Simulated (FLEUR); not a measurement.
# MnHg: which magnetic order is lowest, part 3 of 3

Does MnHg prefer parallel or opposed moments?

FLEUR MaX-R8.1; PBEsol; all-electron FLAPW, Dirac cores, scalar-relativistic bands.

So far, largest spin moment in the muffin-tin sphere (μB): step 2 (start 1: ferro +) 3.93; step 3 (order 2, typed as antiferro q=(0,1/2,1/2) +-) 3.92; step 4 (start 3: antiferro q=(0,0,1/2) +-) 3.93; step 5 (run 4 (antiferro q=(1/2,1/2,1/2) +-)) 3.95.

## (7) A faulty input

A slip in the input shows what the program catches and what it lets pass.

File inp.xml:

```
<?xml version="1.0" encoding="UTF-8" standalone="no"?>
<fleurInput fleurInputVersion="0.39">
   <comment>
      MnHg
   </comment>
   <calculationSetup>
      <cutoffs Kmax="3.6" Gmax="10.8" GmaxXC="10.8" numbands="0"/>
      <scfLoop itmax="50" minDistance="0.00002" maxIterBroyd="15" imix="Anderson" alpha="0.05" precondParam="0.0" spinf="2.0" sdNocoIR="T"/>
      <coreElectrons ctail="T" frcor="F" kcrel="0" coretail_lmax="0"/>
      <xcFunctional name="PBEs" relativisticCorrections="F"/>
      <magnetism jspins="2"/>
      <soc l_soc="F" theta="0.0" phi="0.0" spav="F"/>
      <expertModes spex="0" secvar="F"/>
      <geometryOptimization l_f="F" forcealpha="1.0" forcemix="BFGS" epsdisp="0.00001" epsforce="0.00001"/>
      <ldaU l_linMix="F" mixParam="0.05" spinf="1.0"/>
   </calculationSetup>
   <cell>
      <bzIntegration valenceElectrons="33.0" mode="hist" fermiSmearingEnergy="0.00110248">
         <kPointListSelection listName="default-1"/>
         <xi:include xmlns:xi="http://www.w3.org/2001/XInclude" href="kpts.xml"> </xi:include>
      </bzIntegration>
      <xi:include xmlns:xi="http://www.w3.org/2001/XInclude" href="sym.xml"> </xi:include>
      <bulkLattice scale="1.0">
         <bravaisMatrix>
            <row-1>    6.2644421030489994     0.0000000000000000     0.0000000000000000</row-1>
            <row-2>    0.0000000000000000     6.2644421030489994     0.0000000000000000</row-2>
            <row-3>    0.0000000000000000     0.0000000000000000     6.2644421030489994</row-3>
         </bravaisMatrix>
      </bulkLattice>
   </cell>
   <atomSpecies>
      <species name="Manganese 3.501" element="Mn" atomicNumber="25">
         <mtSphere radius="1.00" gridPoints="873" logIncrement="0.014"/>
         <atomicCutoffs lmax="10" lnonsphr="8"/>
         <electronConfig flipSpins="F">
            <coreConfig>(1s1/2) (2s1/2) (2p1/2) (2p3/2)</coreConfig>
            <valenceConfig>(3s1/2) (3p1/2) (3p3/2) (4s1/2) (3d3/2) (3d5/2)</valenceConfig>
            <stateOccupation state="(3d3/2)" spinUp="1.2505" spinDown="0.7495"/>
            <stateOccupation state="(3d5/2)" spinUp="3.0" spinDown="0.0"/>
         </electronConfig>
         <energyParameters s="4" p="4" d="3" f="4"/>
         <lo type="SCLO" l="0" n="3" eDeriv="0"/>
         <lo type="SCLO" l="1" n="3" eDeriv="0"/>
      </species>
      <species name="Mercury (Hg)" element="Hg" atomicNumber="80">
         <mtSphere radius="1.00" gridPoints="873" logIncrement="0.015"/>
         <atomicCutoffs lmax="10" lnonsphr="8"/>
         <electronConfig flipSpins="F">
            <coreConfig>(1s1/2) (2s1/2) (2p1/2) (2p3/2) (3s1/2) (3p1/2) (3p3/2) (4s1/2) (3d3/2) (3d5/2) (4p1/2) (4p3/2) (5s1/2) (4d3/2) (4d5/2) (4f5/2) (4f7/2)</coreConfig>
            <valenceConfig>(5p1/2) (5p3/2) (6s1/2) (5d3/2) (5d5/2)</valenceConfig>
         </electronConfig>
         <energyParameters s="6" p="6" d="5" f="5"/>
         <lo type="SCLO" l="1" n="5" eDeriv="0"/>
      </species>
   </atomSpecies>
   <atomGroups>
      <atomGroup species="Manganese 3.501">
         <relPos label="                   1">1.000/2.000 1.000/2.000 1.000/2.000</relPos>
         <force calculate="T" relaxXYZ="TTT"/>
      </atomGroup>
      <atomGroup species="Mercury (Hg)">
         <relPos label="                   2">.0000000000 .0000000000 .0000000000</relPos>
         <force calculate="T" relaxXYZ="TTT"/>
      </atomGroup>
   </atomGroups>
   <output dos="F" band="F" slice="F">
      <bandDOS minEnergy="-.5*Htr" maxEnergy="0.5*Htr" sigma="0.015" storeEVData="T"/>
      <plotting iplot="0" polar="F">
         <plot TwoD="T" vec1="  1.0  0.0  0.0" vec2="  0.0  1.0  0.0" vec3="  0.0  0.0  1.0" zero="  0.0  0.0  0.0" file="plot"/>
      </plotting>
      <moessbauerParams electricFieldGradient="F" isomerShift="F" coreHyperfine="F" valenceHyperfine="F"/>
   </output>
</fleurInput>
```

File crystal.txt:

```
MnHg
&input film=F cartesian=F /
3.31500000000  0.00000000000  0.00000000000
0.00000000000  3.31500000000  0.00000000000
0.00000000000  0.00000000000  3.31500000000
1.8897261246
1.0 1.0 1.0

2
25 0.50000000000  0.50000000000  0.50000000000 : 3.501
80 0.00000000000  0.00000000000  0.00000000000

&kpt div1=8 div2=8 div3=8 gamma=T /
```

The run is started by

```sh
$ OMP_NUM_THREADS=1 inpgen -f crystal.txt > inpgen.log  # inp.xml is then edited as shown
$ OMP_NUM_THREADS=1 mpirun -n 2 fleur_MPI > fleur.log
```

What it wrote:

```text
[banner, memory and clock lines left out]
Welcome to FLEUR        (www.flapw.de)
      MaX-Release 8.1          (www.max-centre.eu)

 ========== k-point set info ==========
 Selected k-point list: default-1
 k-point list type: mesh
 0 x 0 x 0
 Number of k points: 36

 [... set-up left out ...]
 Iteration:     1   Distance:     128.19166419 me/bohr^3
 Iteration:     2   Distance:     119.26850556 me/bohr^3
 Iteration:     3   Distance:     100.19071079 me/bohr^3
 Iteration:     4   Distance:     103.76695675 me/bohr^3
 Iteration:     5   Distance:      49.62895516 me/bohr^3
 Iteration:     6   Distance:      55.83249923 me/bohr^3
 Iteration:     7   Distance:      62.12973491 me/bohr^3
 Iteration:     8   Distance:      59.60746296 me/bohr^3
[... lines left out ...]
[... 30 iterations left out ...]
[... lines left out ...]
 Iteration:    45   Distance:       0.00235584 me/bohr^3
 Iteration:    46   Distance:       0.00250517 me/bohr^3
 Iteration:    47   Distance:       0.00238424 me/bohr^3
 Iteration:    48   Distance:       0.00229281 me/bohr^3
 Iteration:    49   Distance:       0.00306581 me/bohr^3
 Iteration:    50   Distance:       0.00306131 me/bohr^3

 ********************************************************************
 Run finished successfully
 Stop message:
   all done
 ********************************************************************

--- out.xml (last complete iteration) ---
<iteration numberForCurrentRun="   50" overallNumber="   50">
         [... left out ...]
         <bandgap value="0.0002307096" units="eV"/>
         <sumValenceSingleParticleEnergies value="-29.9117892746" units="Htr"/>
         <FermiEnergy value="0.6151136255" units="Htr"/>
         [... left out ...]
         <magneticMomentsInMTSpheres units="muBohr">
            <globalMagMoment atomType="1" vec="0.00000   0.00000  -0.00006"/>
            <globalMagMoment atomType="2" vec="0.00000   0.00000  -0.00001"/>
         </magneticMomentsInMTSpheres>
         [... left out ...]
         <totalEnergy value="   -20810.3488559663" units="Htr">
            <sumOfEigenvalues value="   -12809.8229591885">
               <coreElectrons value="-12779.9111699139"/>
               <valenceElectrons value="-29.9117892746"/>
            </sumOfEigenvalues>
         [... left out ...]
            <freeEnergy value="-20810.3494404869"/>
            <extrapolationTo0K value="-20810.3491482266"/>
         </totalEnergy>
         <densityConvergence units="me/bohr^3">
            <chargeDensity spin="1" distance="0.0019788966"/>
            <chargeDensity spin="2" distance="0.0017039411"/>
            <overallChargeDensity distance="0.0030613058"/>
            <spinDensity distance="0.0020657445"/>
         </densityConvergence>
      </iteration>
```

It took 57 s on 2 MPI ranks of Arm Neoverse V1, shared host; peak memory 0.16 GiB.

The run stopped without converging, so none of its numbers is a property of the system.

The fault in the input: spheres far too small.

After 50 cycles the density distance stands at 0.0031 me/bohr³, above the threshold of 2e-05.

Small spheres leave the sharp parts of the states to plane waves, which this Kmax can't hold, and cores leak out.

## (8) Energies of the orders

Free energies are divided by the number of seeded atoms, so that cells of unlike size compare. Wavevectors q in the names are fractions of the primitive cell's reciprocal vectors.

Orders:

```tsv
start	final state	typed order kept	energy over the lowest (meV a seeded atom)	largest sphere moment (μB)	net moment (μB a primitive cell)	mesh matched	CPU time (s)
ferro +	ferromagnetic	yes	88.51	3.93	3.909	yes	52.55
antiferro q=(0,1/2,1/2) +-	antiferromagnetic	yes	156.6	3.924	0	yes	378.2
antiferro q=(0,0,1/2) +-	antiferromagnetic	yes	44.35	3.931	0	yes	246.8
antiferro q=(1/2,1/2,1/2) +-	antiferromagnetic	yes	0	3.946	0	yes	253.2
no spin polarisation	non-magnetic	-	1511	0	0	yes	29.2
```

## (9) Spin–orbit coupling, moments along [001]

Spin–orbit coupling ties the spins to the lattice and lets orbital moments form.

A new self-consistent run of the start antiferro q=(1/2,1/2,1/2) +-, with the moments along z. The k list default-1 (kpts.xml, not shown) is a Γ-centred 4×8×8 mesh.

File inp.xml:

```
<?xml version="1.0" encoding="UTF-8" standalone="no"?>
<fleurInput fleurInputVersion="0.39">
   <comment>
      MnHg
   </comment>
   <calculationSetup>
      <cutoffs Kmax="3.6" Gmax="10.8" GmaxXC="10.8" numbands="146"/>
      <scfLoop itmax="90" minDistance="0.00002" maxIterBroyd="15" imix="Anderson" alpha="0.05" precondParam="0.0" spinf="2.0" sdNocoIR="T"/>
      <coreElectrons ctail="T" frcor="F" kcrel="0" coretail_lmax="0"/>
      <xcFunctional name="PBEs" relativisticCorrections="F"/>
      <magnetism jspins="2"/>
      <soc l_soc="T" theta="0.0" phi="0.0" spav="F"/>
      <expertModes spex="0" secvar="F"/>
      <geometryOptimization l_f="F" forcealpha="1.0" forcemix="BFGS" epsdisp="0.00001" epsforce="0.00001"/>
      <ldaU l_linMix="F" mixParam="0.05" spinf="1.0"/>
   </calculationSetup>
   <cell>
      <bzIntegration valenceElectrons="66.0" mode="hist" fermiSmearingEnergy="0.00110248">
         <kPointListSelection listName="default-1"/>
         <xi:include xmlns:xi="http://www.w3.org/2001/XInclude" href="kpts.xml"> </xi:include>
      </bzIntegration>
      <xi:include xmlns:xi="http://www.w3.org/2001/XInclude" href="sym.xml"> </xi:include>
      <bulkLattice scale="1.0">
         <bravaisMatrix>
            <row-1>   12.5288842060979988     0.0000000000000000     0.0000000000000000</row-1>
            <row-2>    6.2644421030489994     6.2644421030489994     0.0000000000000000</row-2>
            <row-3>    6.2644421030489994     0.0000000000000000     6.2644421030489994</row-3>
         </bravaisMatrix>
      </bulkLattice>
   </cell>
   <atomSpecies>
      <species name="Manganese 3.501" element="Mn" atomicNumber="25">
         <mtSphere radius="2.64" gridPoints="873" logIncrement="0.014"/>
         <atomicCutoffs lmax="10" lnonsphr="8"/>
         <electronConfig flipSpins="F">
            <coreConfig>(1s1/2) (2s1/2) (2p1/2) (2p3/2)</coreConfig>
            <valenceConfig>(3s1/2) (3p1/2) (3p3/2) (4s1/2) (3d3/2) (3d5/2)</valenceConfig>
            <stateOccupation state="(3d3/2)" spinUp="1.2505" spinDown="0.7495"/>
            <stateOccupation state="(3d5/2)" spinUp="3.0" spinDown="0.0"/>
         </electronConfig>
         <energyParameters s="4" p="4" d="3" f="4"/>
         <lo type="SCLO" l="0" n="3" eDeriv="0"/>
         <lo type="SCLO" l="1" n="3" eDeriv="0"/>
      </species>
      <species name="Manganese -3.501" element="Mn" atomicNumber="25">
         <mtSphere radius="2.64" gridPoints="873" logIncrement="0.014"/>
         <atomicCutoffs lmax="10" lnonsphr="8"/>
         <electronConfig flipSpins="F">
            <coreConfig>(1s1/2) (2s1/2) (2p1/2) (2p3/2)</coreConfig>
            <valenceConfig>(3s1/2) (3p1/2) (3p3/2) (4s1/2) (3d3/2) (3d5/2)</valenceConfig>
            <stateOccupation state="(3d3/2)" spinUp="0.7495" spinDown="1.2505"/>
            <stateOccupation state="(3d5/2)" spinUp="0.0" spinDown="3.0"/>
         </electronConfig>
         <energyParameters s="4" p="4" d="3" f="4"/>
         <lo type="SCLO" l="0" n="3" eDeriv="0"/>
         <lo type="SCLO" l="1" n="3" eDeriv="0"/>
      </species>
      <species name="Mercury (Hg)" element="Hg" atomicNumber="80">
         <mtSphere radius="2.64" gridPoints="873" logIncrement="0.015"/>
         <atomicCutoffs lmax="10" lnonsphr="8"/>
         <electronConfig flipSpins="F">
            <coreConfig>(1s1/2) (2s1/2) (2p1/2) (2p3/2) (3s1/2) (3p1/2) (3p3/2) (4s1/2) (3d3/2) (3d5/2) (4p1/2) (4p3/2) (5s1/2) (4d3/2) (4d5/2) (4f5/2) (4f7/2)</coreConfig>
            <valenceConfig>(5p1/2) (5p3/2) (6s1/2) (5d3/2) (5d5/2)</valenceConfig>
         </electronConfig>
         <energyParameters s="6" p="6" d="5" f="5"/>
         <lo type="SCLO" l="1" n="5" eDeriv="0"/>
      </species>
   </atomSpecies>
   <atomGroups>
      <atomGroup species="Manganese 3.501">
         <relPos label="                   1">1.000/2.000 1.000/2.000 1.000/2.000</relPos>
         <force calculate="T" relaxXYZ="TTT"/>
      </atomGroup>
      <atomGroup species="Manganese -3.501">
         <relPos label="                   2">.0000000000 1.000/2.000 1.000/2.000</relPos>
         <force calculate="T" relaxXYZ="TTT"/>
      </atomGroup>
      <atomGroup species="Mercury (Hg)">
         <relPos label="                   3">-1.000/4.000 .0000000000 .0000000000</relPos>
         <relPos label="                   4">1.000/4.000 .0000000000 .0000000000</relPos>
         <force calculate="T" relaxXYZ="TTT"/>
      </atomGroup>
   </atomGroups>
   <output dos="F" band="F" slice="F">
      <bandDOS minEnergy="-.5*Htr" maxEnergy="0.5*Htr" sigma="0.015" storeEVData="T"/>
      <plotting iplot="0" polar="F">
         <plot TwoD="T" vec1="  1.0  0.0  0.0" vec2="  0.0  1.0  0.0" vec3="  0.0  0.0  1.0" zero="  0.0  0.0  0.0" file="plot"/>
      </plotting>
      <moessbauerParams electricFieldGradient="F" isomerShift="F" coreHyperfine="F" valenceHyperfine="F"/>
   </output>
</fleurInput>
```

File crystal.txt:

```
MnHg
&input film=F cartesian=F /
6.63000000000  0.00000000000  0.00000000000
3.31500000000  3.31500000000  0.00000000000
3.31500000000  0.00000000000  3.31500000000
1.8897261246
1.0 1.0 1.0

4
25 0.75000000000  0.50000000000  0.50000000000 : 3.501
25 0.25000000000  0.50000000000  0.50000000000 : -3.501
80 0.00000000000  0.00000000000  0.00000000000
80 0.50000000000  0.00000000000  0.00000000000

&soc 0.0000000 0.0000000 /
&kpt div1=4 div2=8 div3=8 gamma=T /
```

What it wrote:

```text
[banner, memory and clock lines left out]
Welcome to FLEUR        (www.flapw.de)
      MaX-Release 8.1          (www.max-centre.eu)

 ========== k-point set info ==========
 Selected k-point list: default-1
 k-point list type: mesh
 4 x 8 x 8
 Number of k points: 86

 [... set-up left out ...]
 Iteration:     1   Distance:      17.66742330 me/bohr^3
 Iteration:     2   Distance:      13.64579588 me/bohr^3
 Iteration:     3   Distance:       8.29142629 me/bohr^3
 Iteration:     4   Distance:       5.46737689 me/bohr^3
 Iteration:     5   Distance:       4.40840871 me/bohr^3
 Iteration:     6   Distance:       1.81651757 me/bohr^3
 Iteration:     7   Distance:       1.76858557 me/bohr^3
 Iteration:     8   Distance:       0.89749452 me/bohr^3
 Iteration:     9   Distance:       0.88520116 me/bohr^3
 Iteration:    10   Distance:       0.13477807 me/bohr^3
 Iteration:    11   Distance:       0.07816538 me/bohr^3
 Iteration:    12   Distance:       0.01369071 me/bohr^3
 Iteration:    13   Distance:       0.02443124 me/bohr^3
 Iteration:    14   Distance:       0.00162575 me/bohr^3
 Iteration:    15   Distance:       0.00152490 me/bohr^3
 Iteration:    16   Distance:       0.00106934 me/bohr^3
 Iteration:    17   Distance:       0.00038813 me/bohr^3
 Iteration:    18   Distance:       0.00032784 me/bohr^3
 Iteration:    19   Distance:       0.00028997 me/bohr^3
 Iteration:    20   Distance:       0.00011094 me/bohr^3
 Iteration:    21   Distance:       0.00003358 me/bohr^3
 Iteration:    22   Distance:       0.00004781 me/bohr^3
 Iteration:    23   Distance:       0.00000898 me/bohr^3

 ********************************************************************
 Run finished successfully
 Stop message:
   all done
 ********************************************************************

--- out.xml (last complete iteration) ---
<iteration numberForCurrentRun="   23" overallNumber="   23">
         [... left out ...]
         <bandgap value="0.0000000030" units="eV"/>
         <sumValenceSingleParticleEnergies value="-47.9974628057" units="Htr"/>
         <FermiEnergy value="0.3161708937" units="Htr"/>
         [... left out ...]
         <magneticMomentsInMTSpheres units="muBohr">
            <globalMagMoment atomType="1" vec="0.00000   0.00000   3.94839"/>
            <globalMagMoment atomType="2" vec="0.00000   0.00000  -3.94839"/>
            <globalMagMoment atomType="3" vec="0.00000   0.00000   0.00000"/>
         </magneticMomentsInMTSpheres>
         <orbitalMomentsInMTSpheres units="muBohr">
            <globalMagMoment atomType="1" vec="0.00000   0.00000  -0.01757"/>
            <globalMagMoment atomType="2" vec="0.00000   0.00000   0.01757"/>
            <globalMagMoment atomType="3" vec="0.00000   0.00000   0.00000"/>
         </orbitalMomentsInMTSpheres>
         [... left out ...]
         <totalEnergy value="   -41628.0056040849" units="Htr">
            <sumOfEigenvalues value="   -25563.9636871081">
               <coreElectrons value="-25515.9662243023"/>
               <valenceElectrons value="-47.9974628057"/>
            </sumOfEigenvalues>
         [... left out ...]
            <freeEnergy value="-41628.0060941097"/>
            <extrapolationTo0K value="-41628.0058490973"/>
         </totalEnergy>
         <densityConvergence units="me/bohr^3">
            <chargeDensity spin="1" distance="0.0000052594"/>
            <chargeDensity spin="2" distance="0.0000058522"/>
            <overallChargeDensity distance="0.0000065673"/>
            <spinDensity distance="0.0000089827"/>
         </densityConvergence>
      </iteration>
```

Run time: 15 min. Hardware: 2 MPI ranks; peak memory 0.6 GiB; 29 min of CPU time.

Spin moment in the muffin-tin sphere by atom:

```tsv
atom	spin moment in the muffin-tin sphere (μB)
Mn1	3.95
Mn2	-3.95
Hg3	0.00
Hg4	0.00
```

This step gave:

```yaml
free_energy: -1132755.7525 eV
program_s_band_gap_on_this_mesh_in_a_metal_only_a_level_spacing: 3.00e-9 eV
magnetization: 0 μB
final_state: antiferromagnetic
orbital_moment_along_the_spin: -0.01757 μB
```

Orbital moment in the sphere, along the spin axis by atom:

```tsv
atom	orbital moment in the sphere, along the spin axis (μB)
Mn1	-0.0176
Mn2	0.0176
Hg3	0.0000
Hg4	0.0000
```

## (10) Results

| Quantity | Value |
| --- | --- |
| lowest state found | antiferromagnetic (typed antiferro q=(1/2,1/2,1/2) +-) |
| largest site spin moment | 3.95 μB |
| next finished state | antiferromagnetic, 44.4 meV a seeded atom higher |
| energy gained by spin polarisation | 1511 meV a seeded atom |
| orbital moment on the atom of largest spin, along its spin (spin–orbit run) | -0.0176 μB |

The lowest state found is antiferromagnetic, reached from the start antiferro q=(1/2,1/2,1/2) +-, with moments up to 3.95 μB. The next finished state costs 44 meV a seeded atom. Forming the largest moments gains far more than ordering them, so they should outlast the ordering temperature. On the atom of largest spin the orbital moment is almost quenched. Only 5 starts were tried; other patterns of signs, canted and longer-period orders were not.

[Logs and program files are shortened in this print: banners, set-up blocks, solver, clock and traceback lines can be left out without a mark of their own.]

[Logs are printed without paths, hosts, clocks, repeated set-up lines and the standing remarks that a program may print on its own settings, such as how far it seeks lower states.]

[Hosts, paths, dates, database ids (printed as entryN), source tags and the programs' standing remarks are cut or masked in the printed files.]

[Where a cell is said to come from a database of computed structures, the database is the Materials Project.]
